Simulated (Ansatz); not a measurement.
## Decaying states in the gap of K3BrClF

Wanted: the relaxed cell of K3BrClF, its band edges and its decay constants. It is built by putting F for part of the Cl in the K3BrCl2 structure of space group P-3m1, with the volume rescaled by atomic radii. The parent structure comes from the Materials Project.

Calculated with Ansatz 0.2.0; PBE DFT, plane waves, PAW files, in the first sound run; inputs show where later runs differ.

This is a report of a sequence of runs, with most program output left out.

The structure was built from a prototype and need not be the compound's stable phase.

### 1. Set-up

It takes space group P3m1 (No. 156, trigonal). The conventional cell has a = 4.430 Å, b = 4.430 Å, c = 10.867 Å, α = 90.00°, β = 90.00°, γ = 120.00°. Nearest to K lie 3 Cl at 3.10 Å and 3 F at 3.10 Å. K has 3 Cl at 3.10 Å and 3 Br at 3.20 Å nearest. Nearest to K lie 3 F at 3.10 Å and 3 Br at 3.20 Å. Nearest to Br lie 6 K at 3.20 Å. F has 6 K at 3.10 Å nearest. Nearest to Cl lie 6 K at 3.10 Å. It derives from K3BrCl2. F for part of the Cl in the K3BrCl2 structure of space group P-3m1. Farther neighbours and most contacts between anions are not listed.

### 2. Relaxing the new crystal

The substituted atoms don't fit the parent's cell, so cell and atoms relax together. A small smearing keeps the run stable in case the gap closes on the way.

input.yaml reads:

```yaml
crystal:
  lattice:
    - [4.4302198738, 0.0, 0.0]
    - [-2.2151099369, 3.836682955, 0.0]
    - [0.0, 0.0, 10.8671416905]
  atoms:
    - { symbol: K, position: [0.0, 0.0, 0.5] }
    - { symbol: K, position: [0.3333333333, 0.6666666667, 0.17698219] }
    - { symbol: K, position: [0.6666666667, 0.3333333333, 0.82301781] }
    - { symbol: Br, position: [0.0, 0.0, 0.0] }
    - { symbol: F, position: [0.3333333333, 0.6666666667, 0.66169314] }
    - { symbol: Cl, position: [0.6666666667, 0.3333333333, 0.33830686] }
kpoints:
  mp_grid: { grid: [6, 6, 2] }
scf:
  occupations: { method: gaussian, width: 0.03 }
hamiltonian:
  xc: pbe
output:
  forces: true
  stress: true
relax:
  f_tol: 0.02
  max_steps: 60
  cell: {}
```

Run with:

```sh
ansatz run input.yaml --threads 2 --pin off --max-ram 4096MiB --backend cpu --events-out ev --progress --plain --runs-dir out
```

Wall time 11 s (2 threads of Intel Xeon Platinum 8488C (Sapphire Rapids), shared host); peak memory 0.49 GiB.

Relaxation path:

| step | energy less that of the first step (eV) | largest force component (eV/Å) | pressure (GPa) | volume (Å³) |
| --- | --- | --- | --- | --- |
| 1 | 0.0000 | 0.6491 | 0.02 | 184.71 |
| 2 | -0.1738 | 0.2047 | -0.31 | 182.55 |
| 3 | -0.2211 | 0.0799 | -0.19 | 178.23 |
| 4 | -0.2242 | 0.0253 | -0.10 | 177.45 |
| 5 | -0.2250 | 0.0073 | -0.01 | 176.64 |
| 6* | -0.2225 | 0.0073 | -0.05 | 176.64 |
| 7 | -0.2228 | 0.0071 | -0.01 | 176.25 |
| 8* | -0.2226 | 0.0071 | -0.01 | 176.25 |

Relaxation steps marked * repeat the geometry before them on a plane-wave basis chosen anew for their cell, so energy and pressure can jump there.

The run keeps the 6 symmetry operations that it works with, so distortions that break them were not tested.

| conventional cell, symmetrised | before | after | change |
| --- | --- | --- | --- |
| a (Å) | 4.430 | 4.336 | -2.1 % |
| b (Å) | 4.430 | 4.336 | -2.1 % |
| c (Å) | 10.867 | 10.827 | -0.4 % |
| volume (Å³/atom) | 30.79 | 29.37 | -4.6 % |

The atoms that moved most (Å, as changes of fractional coordinates times the final cell):

| atom | dx | dy | dz | length |
| --- | --- | --- | --- | --- |
| K3 | 0.000 | 0.000 | -0.328 | 0.328 |
| K1 | 0.000 | 0.000 | 0.318 | 0.318 |
| Cl6 | 0.000 | 0.000 | 0.170 | 0.170 |
| Br4 | 0.000 | 0.000 | -0.164 | 0.164 |
| K2 | 0.000 | 0.000 | 0.010 | 0.010 |
| F5 | 0.000 | 0.000 | -0.005 | 0.005 |

Final coordinates:

```xyz
6
Lattice="4.3355 0.0000 0.0000 -2.1678 3.7547 0.0000 0.0000 0.0000 10.8271" Properties=species:S:1:pos:R:3 pbc="T T T"
K     0.0000    0.0000    5.7315
K     0.0000    2.5031    1.9257
K     2.1678    1.2516    8.5827
Br    0.0000    0.0000   -0.1638
F     0.0000    2.5031    7.1589
Cl    2.1678    1.2516    3.8327
```

This step gave:

```
free energy  : -9294.2408 eV
Fermi energy : 3.724 eV
pressure     : -0.007089 GPa
```

The largest force component on a free atom ends at 0.0071 eV/Å.

### 3. Band edges

The energy window and the wavevectors of the next steps follow from the band edges, so these are searched first, off the mesh as well.

input.yaml reads:

```yaml
crystal:
  lattice:
    - [4.3355248494, 0.0, 0.0]
    - [-2.1677624247, 3.7546746583, 0.0]
    - [0.0, 0.0, 10.8270827187]
  atoms:
    - { symbol: K, position: [0.0, 0.0, 0.529365305] }
    - { symbol: K, position: [0.3333333333, 0.6666666667, 0.177861255] }
    - { symbol: K, position: [0.6666666667, 0.3333333333, 0.7927079048] }
    - { symbol: Br, position: [0.0, 0.0, -0.0151300558] }
    - { symbol: F, position: [0.3333333333, 0.6666666667, 0.6612054539] }
    - { symbol: Cl, position: [0.6666666667, 0.3333333333, 0.353990137] }
kpoints:
  mp_grid: { grid: [6, 6, 2] }
  band_path: { path: [VBM, CBM], npoints: 30 }
scf:
  occupations: { method: fixed }
hamiltonian:
  xc: pbe
output:
  eigenvalues: true
  write_potential: true
  write_density: true
  volumetric_format: npy
```

The job ended after 8.3 s (2 threads; peak memory 0.46 GiB).

This step gave:

| Property | Result |
| --- | --- |
| free energy | -9294.2410 eV |
| Fermi energy | 1.611 eV |
| gap on the k-mesh | 4.225 eV |
| gap on path | 4.225 eV, by band count; negative where bands overlap |
| direct gap on path | 4.225 eV |
| edge places on path | 0, 0 1/A along the path |

Levels at VBM (eV): -1.61, -1.45, -1.45, -1.43, -0.80, -0.80, -0.68, 0.00, 0.00, 4.22, 6.31, 6.35, 6.95, 7.25, 7.94.

The searched edges give 4.22 eV, as on the mesh.

### 4. Decaying states in the gap

This step: PBE DFT, plane waves, PAW files; complex bands by layer matching along the plane's normal (Ansatz 0.2.0).

The same crystal is laid in a cell whose first two vectors span the (001) plane (indices of the standard conventional cell, whose axes can be ordered otherwise than in the bulk input). At fixed energy and wavevector in the plane the solver finds all kz, real and complex. A few wavevectors are listed, (0, 0) and (0.5, 0) in units of the plane's reciprocal vectors; the slowest state needn't be among them.

input.yaml reads:

```yaml
crystal:
  lattice:
    - [4.335524849, 0.0, 0.0]
    - [2.167762425, 3.754674658, 0.0]
    - [0.0, 0.0, 10.827082719]
  atoms:
    - { symbol: K, position: [0.0, 0.0, 0.529365305] }
    - { symbol: K, position: [0.6666666667, 0.6666666667, 0.177861255] }
    - { symbol: K, position: [0.3333333333, 0.3333333333, 0.7927079048] }
    - { symbol: Br, position: [0.0, 0.0, 0.9848699442] }
    - { symbol: F, position: [0.6666666667, 0.6666666667, 0.6612054539] }
    - { symbol: Cl, position: [0.3333333333, 0.3333333333, 0.353990137] }
kpoints:
  mp_grid: { grid: [6, 6, 2] }
scf:
  occupations: { method: fixed }
hamiltonian:
  xc: pbe
output:
  eigenvalues: true
  transmission:
    leads: [[0, 0]]
    kpoints: [[0.0, 0.0], [0.5, 0.0]]
    e_range: [-1.0, 5.22]
    de: 0.1
```

Run time: 17 s. Hardware: 2 threads; peak memory 0.64 GiB.

Numbers from this step:

| Item | Value |
| --- | --- |
| level to which the leads are filled | 2.112 eV from the Fermi level |
| decay constant at the filling level, zone centre | 0.4029 Å⁻¹ |
| decay constant at the filling level, slowest listed point | 0.4029 Å⁻¹ |

K parallel (0, 0); values up to 1.5 1/Å, a degenerate pair printed once or twice; energies at which all values exceed this have no row. The Im kz of the slowest decaying states by energy, zero at the highest filled level on the SCF mesh:

| energy (eV) | decay 1 (Å⁻¹) | decay 2 (Å⁻¹) | decay 3 (Å⁻¹) | decay 4 (Å⁻¹) |
| --- | --- | --- | --- | --- |
| -1.000 | 0.118 | 0.539 | 1.14 | 1.37 |
| -0.500 | 0.209 | 0.555 | 1.12 | 1.34 |
| 0.000 | 0.0197 | 0.346 | 1.10 | 1.30 |
| 0.500 | 0.399 | 0.704 | 1.07 | 1.27 |
| 1.000 | 0.420 | 0.791 | 1.05 | 1.23 |
| 1.500 | 0.421 | 0.839 | 1.02 | 1.20 |
| 2.000 | 0.407 | 0.868 | 0.987 | 1.16 |
| 2.500 | 0.379 | 0.885 | 0.954 | 1.11 |
| 3.000 | 0.335 | 0.893 | 0.919 | 1.07 |
| 3.500 | 0.269 | 0.880 | 0.893 | 1.03 |
| 4.000 | 0.156 | 0.839 | 0.884 | 0.984 |
| 4.500 | 0.792 | 0.860 | 0.949 | - |
| 5.000 | 0.0251 | 0.741 | 0.816 | 0.926 |

K parallel (0.5, 0); values up to 1.5 1/Å, a degenerate pair printed once or twice; energies at which all values exceed this have no row. The Im kz of the slowest decaying states by energy, zero at the highest filled level on the SCF mesh:

| energy (eV) | decay 1 (Å⁻¹) | decay 2 (Å⁻¹) | decay 3 (Å⁻¹) | decay 4 (Å⁻¹) |
| --- | --- | --- | --- | --- |
| -1.00 | 0.0683 | 0.476 | 0.657 | 0.951 |
| -0.80 | 0.412 | 0.753 | 0.967 | 1.46 |
| -0.50 | 0.399 | 0.618 | 0.815 | 0.983 |
| -0.30 | 0.485 | 0.682 | 0.710 | 0.992 |
| 0.00 | 0.566 | 0.741 | 0.909 | 1.01 |
| 0.20 | 0.605 | 0.770 | 0.982 | 1.03 |
| 0.50 | 0.653 | 0.806 | 1.05 | 1.10 |
| 0.70 | 0.680 | 0.833 | 1.02 | 1.08 |
| 1.00 | 0.711 | 0.880 | 1.10 | 1.23 |
| 1.20 | 0.726 | 0.859 | 1.12 | 1.25 |
| 1.50 | 0.740 | 0.834 | 1.13 | 1.26 |
| 1.70 | 0.743 | 0.820 | 1.13 | 1.26 |
| 2.00 | 0.740 | 0.803 | 1.14 | 1.26 |
| 2.20 | 0.734 | 0.792 | 1.14 | 1.26 |
| 2.50 | 0.720 | 0.777 | 1.13 | 1.25 |
| 2.70 | 0.708 | 0.767 | 1.13 | 1.24 |
| 3.00 | 0.686 | 0.750 | 1.12 | 1.22 |
| 3.20 | 0.670 | 0.739 | 1.12 | 1.21 |
| 3.50 | 0.643 | 0.721 | 1.10 | 1.19 |
| 3.70 | 0.622 | 0.708 | 1.10 | 1.18 |
| 4.00 | 0.589 | 0.687 | 1.08 | 1.16 |
| 4.20 | 0.564 | 0.671 | 1.07 | 1.14 |
| 4.50 | 0.523 | 0.646 | 1.06 | 1.11 |
| 4.70 | 0.492 | 0.627 | 1.05 | 1.10 |
| 5.00 | 0.439 | 0.596 | 1.03 | 1.07 |
| 5.20 | 0.397 | 0.574 | 1.01 | 1.04 |

At the listed wavevectors the last open channel is at -0.70 eV and the next at +4.30 eV on the grid, wider than the gap, since narrow bands can fall between grid energies. At +2.10 eV, the grid energy nearest the filling level (the middle of the gap on the SCF mesh), the slowest state at the listed wavevectors decays with κ = 0.403 Å⁻¹, its amplitude falling by e over 2.5 Å. Through 1 nm of this crystal that state's transmission falls by exp(−2 × 0.403 Å⁻¹ × 10 Å) = 3.2e-4.

### 5. Band edges at another level

This step: PBE DFT, plane waves, PAW files, spin-orbit coupling (Ansatz 0.2.0).

The edges again with spin-orbit coupling, at the same atoms.

input.yaml reads:

```yaml
crystal:
  lattice:
    - [4.3355248494, 0.0, 0.0]
    - [-2.1677624247, 3.7546746583, 0.0]
    - [0.0, 0.0, 10.8270827187]
  atoms:
    - { symbol: K, position: [0.0, 0.0, 0.529365305] }
    - { symbol: K, position: [0.3333333333, 0.6666666667, 0.177861255] }
    - { symbol: K, position: [0.6666666667, 0.3333333333, 0.7927079048] }
    - { symbol: Br, position: [0.0, 0.0, -0.0151300558] }
    - { symbol: F, position: [0.3333333333, 0.6666666667, 0.6612054539] }
    - { symbol: Cl, position: [0.6666666667, 0.3333333333, 0.353990137] }
kpoints:
  mp_grid: { grid: [6, 6, 2] }
  band_path: { path: [VBM, CBM], npoints: 30 }
scf:
  occupations: { method: fixed }
hamiltonian:
  xc: pbe
  pseudopotentials: { kind: paw_fr }
output:
  eigenvalues: true
magnetization:
  noncollinear: true
  spin_orbit: true
```

Elapsed: 55 s, on 2 threads; peak memory 0.89 GiB.

Numbers from this step:

```yaml
free_energy: -9294.6840 eV
fermi_energy: 1.771 eV
gap_on_the_k_mesh: 4.065 eV
gap_on_path: 4.065 eV, by band count; negative where bands overlap
direct_gap_on_path: 4.065 eV
```

Levels at VBM (eV): -1.77, -1.77, -1.64, -1.64, -1.60, -1.60, -1.59, -1.59, -1.00, -1.00, -0.92, -0.92, -0.89, -0.89, -0.26, -0.26, 0.00, 0.00, 4.07, 4.07, 6.15, 6.15, 6.19, 6.19, 6.79, 6.79, 7.09, 7.09, 7.78, 7.78.

The searched edges give 4.07 eV, as on the mesh.

For the gap on path, step 3 gave 4.22 eV; this run, with PBE spin-orbit, gives 4.07 eV.

### 6. Complex bands at another level

This step: PBE DFT, plane waves, PAW files, spin-orbit coupling; complex bands by layer matching along the plane's normal (Ansatz 0.2.0).

The complex bands at that level, over its own gap, at (0, 0) and (0.5, 0).

input.yaml reads:

```yaml
crystal:
  lattice:
    - [4.335524849, 0.0, 0.0]
    - [2.167762425, 3.754674658, 0.0]
    - [0.0, 0.0, 10.827082719]
  atoms:
    - { symbol: K, position: [0.0, 0.0, 0.529365305] }
    - { symbol: K, position: [0.6666666667, 0.6666666667, 0.177861255] }
    - { symbol: K, position: [0.3333333333, 0.3333333333, 0.7927079048] }
    - { symbol: Br, position: [0.0, 0.0, 0.9848699442] }
    - { symbol: F, position: [0.6666666667, 0.6666666667, 0.6612054539] }
    - { symbol: Cl, position: [0.3333333333, 0.3333333333, 0.353990137] }
kpoints:
  mp_grid: { grid: [6, 6, 2] }
scf:
  occupations: { method: fixed }
hamiltonian:
  xc: pbe
  pseudopotentials: { kind: paw_fr }
output:
  eigenvalues: true
  transmission:
    leads: [[0, 0]]
    kpoints: [[0.0, 0.0], [0.5, 0.0]]
    e_range: [-1.0, 5.07]
    de: 0.1
magnetization:
  noncollinear: true
  spin_orbit: true
```

Elapsed: 89 s, on 2 threads; peak memory 1.5 GiB; 2.4 min of CPU time.

Numbers from this step:

```yaml
level_to_which_the_leads_are_filled: 2.033 eV from the Fermi level
decay_constant_at_the_filling_level_zone_centre: 0.3995 Å⁻¹
decay_constant_at_the_filling_level_slowest_listed_point: 0.3995 Å⁻¹
```

Spin spinor, k parallel (0, 0); values up to 1.5 1/Å, a degenerate pair printed once or twice; energies at which all values exceed this have no row. The Im kz of the slowest decaying states by energy, zero at the highest filled level on the SCF mesh:

| energy (eV) | decay 1 (Å⁻¹) | decay 2 (Å⁻¹) | decay 3 (Å⁻¹) | decay 4 (Å⁻¹) |
| --- | --- | --- | --- | --- |
| -1.00 | 0.172 | 0.472 | 1.14 | 1.36 |
| -0.80 | 0.164 | 0.502 | 0.504 | 1.13 |
| -0.50 | 0.314 | 0.509 | 0.589 | 1.11 |
| -0.30 | 0.264 | 0.453 | 0.583 | 1.10 |
| 0.00 | 0.0209 | 0.352 | 0.646 | 1.09 |
| 0.20 | 0.381 | 0.604 | 0.705 | 1.08 |
| 0.40 | 0.398 | 0.682 | 0.747 | 1.07 |
| 0.70 | 0.414 | 0.749 | 0.792 | 1.05 |
| 0.90 | 0.419 | 0.779 | 0.815 | 1.04 |
| 1.20 | 0.421 | 0.813 | 0.842 | 1.03 |
| 1.40 | 0.420 | 0.830 | 0.856 | 1.01 |
| 1.60 | 0.415 | 0.845 | 0.867 | 1.00 |
| 1.90 | 0.404 | 0.861 | 0.881 | 0.983 |
| 2.10 | 0.394 | 0.869 | 0.887 | 0.970 |
| 2.40 | 0.375 | 0.878 | 0.895 | 0.950 |
| 2.60 | 0.358 | 0.883 | 0.898 | 0.936 |
| 2.80 | 0.339 | 0.886 | 0.900 | 0.921 |
| 3.10 | 0.304 | 0.888 | 0.899 | 0.900 |
| 3.30 | 0.276 | 0.883 | 0.887 | 0.899 |
| 3.60 | 0.220 | 0.859 | 0.884 | 0.895 |
| 3.80 | 0.169 | 0.842 | 0.880 | 0.890 |
| 4.00 | 0.0853 | 0.824 | 0.874 | 0.882 |
| 4.30 | 0.796 | 0.859 | 0.865 | 0.947 |
| 4.50 | 0.777 | 0.845 | 0.850 | 0.936 |
| 4.80 | 0.0299 | 0.745 | 0.818 | 0.822 |
| 5.00 | 0.722 | 0.797 | 0.799 | 0.916 |

Spin spinor, k parallel (0.5, 0); values up to 1.5 1/Å, a degenerate pair printed once or twice; energies at which all values exceed this have no row. Im kz of the slowest decaying states against energy, zero at the highest filled level on the SCF mesh:

| energy (eV) | decay 1 (Å⁻¹) | decay 2 (Å⁻¹) | decay 3 (Å⁻¹) | decay 4 (Å⁻¹) |
| --- | --- | --- | --- | --- |
| -1.00 | 0.415 | 0.426 | 0.725 | 0.965 |
| -0.80 | 0.154 | 0.565 | 0.807 | 0.976 |
| -0.50 | 0.490 | 0.726 | 0.735 | 0.990 |
| -0.30 | 0.497 | 0.696 | 0.816 | 1.00 |
| 0.00 | 0.592 | 0.760 | 0.971 | 1.03 |
| 0.20 | 0.629 | 0.787 | 1.02 | 1.06 |
| 0.40 | 0.659 | 0.811 | 1.06 | 1.11 |
| 0.70 | 0.696 | 0.867 | 0.929 | 1.09 |
| 0.90 | 0.715 | 0.867 | 0.878 | 1.11 |
| 1.20 | 0.735 | 0.841 | 0.848 | 1.12 |
| 1.40 | 0.741 | 0.826 | 0.832 | 1.13 |
| 1.60 | 0.743 | 0.814 | 0.819 | 1.13 |
| 1.90 | 0.739 | 0.797 | 0.802 | 1.14 |
| 2.10 | 0.732 | 0.787 | 0.791 | 1.14 |
| 2.40 | 0.716 | 0.772 | 0.776 | 1.13 |
| 2.60 | 0.704 | 0.761 | 0.765 | 1.13 |
| 2.80 | 0.689 | 0.751 | 0.754 | 1.12 |
| 3.10 | 0.665 | 0.734 | 0.737 | 1.11 |
| 3.30 | 0.646 | 0.722 | 0.725 | 1.11 |
| 3.60 | 0.616 | 0.702 | 0.705 | 1.09 |
| 3.80 | 0.594 | 0.688 | 0.691 | 1.09 |
| 4.00 | 0.569 | 0.673 | 0.676 | 1.08 |
| 4.30 | 0.529 | 0.648 | 0.651 | 1.06 |
| 4.50 | 0.499 | 0.630 | 0.632 | 1.05 |
| 4.80 | 0.447 | 0.600 | 0.602 | 1.03 |
| 5.00 | 0.406 | 0.577 | 0.580 | 1.02 |

At the listed wavevectors the last open channel is at -0.90 eV and the next at +4.10 eV on the grid, wider than the gap, since narrow bands can fall between grid energies. At +2.00 eV, the grid energy nearest the filling level (the middle of the gap on the SCF mesh), the slowest state at the listed wavevectors decays with κ = 0.400 Å⁻¹, its amplitude falling by e over 2.5 Å; the first such run, plane (001), gave 0.403 Å⁻¹.

### 7. Outcome

| Item | Value |
| --- | --- |
| band gap | 4.22 eV |
| least decay constant at mid-gap, normal to (001) | 0.403 Å⁻¹ |
| least decay constant, with spin-orbit coupling | 0.400 Å⁻¹ |

With PBE, the slowest decay at the wavevectors tried is κ = 0.403 Å⁻¹, normal to (001). Through such a film the transmission near mid-gap falls as exp(−2κd), a factor of ten every 2.9 Å. A free electron under a barrier of half the gap would need a mass of 0.29 mₑ to decay at this rate. With spin-orbit coupling the gap goes from 4.22 to 4.07 eV and the decay constant, over the first 2 listed wavevectors, from 0.403 to 0.400 Å⁻¹. The compound is made up by substitution; its stability against other phases and against distortions of the cell's symmetry was not tested. A semilocal functional narrows gaps, so real decay constants are likely larger.

[Logs are printed without paths, hosts, clocks, repeated set-up lines and the standing remarks that a program may print on its own settings, such as how far it seeks lower states.]

[Hosts, paths, dates, database ids (printed as entryN), source tags and the programs' standing remarks are cut or masked in the printed files.]
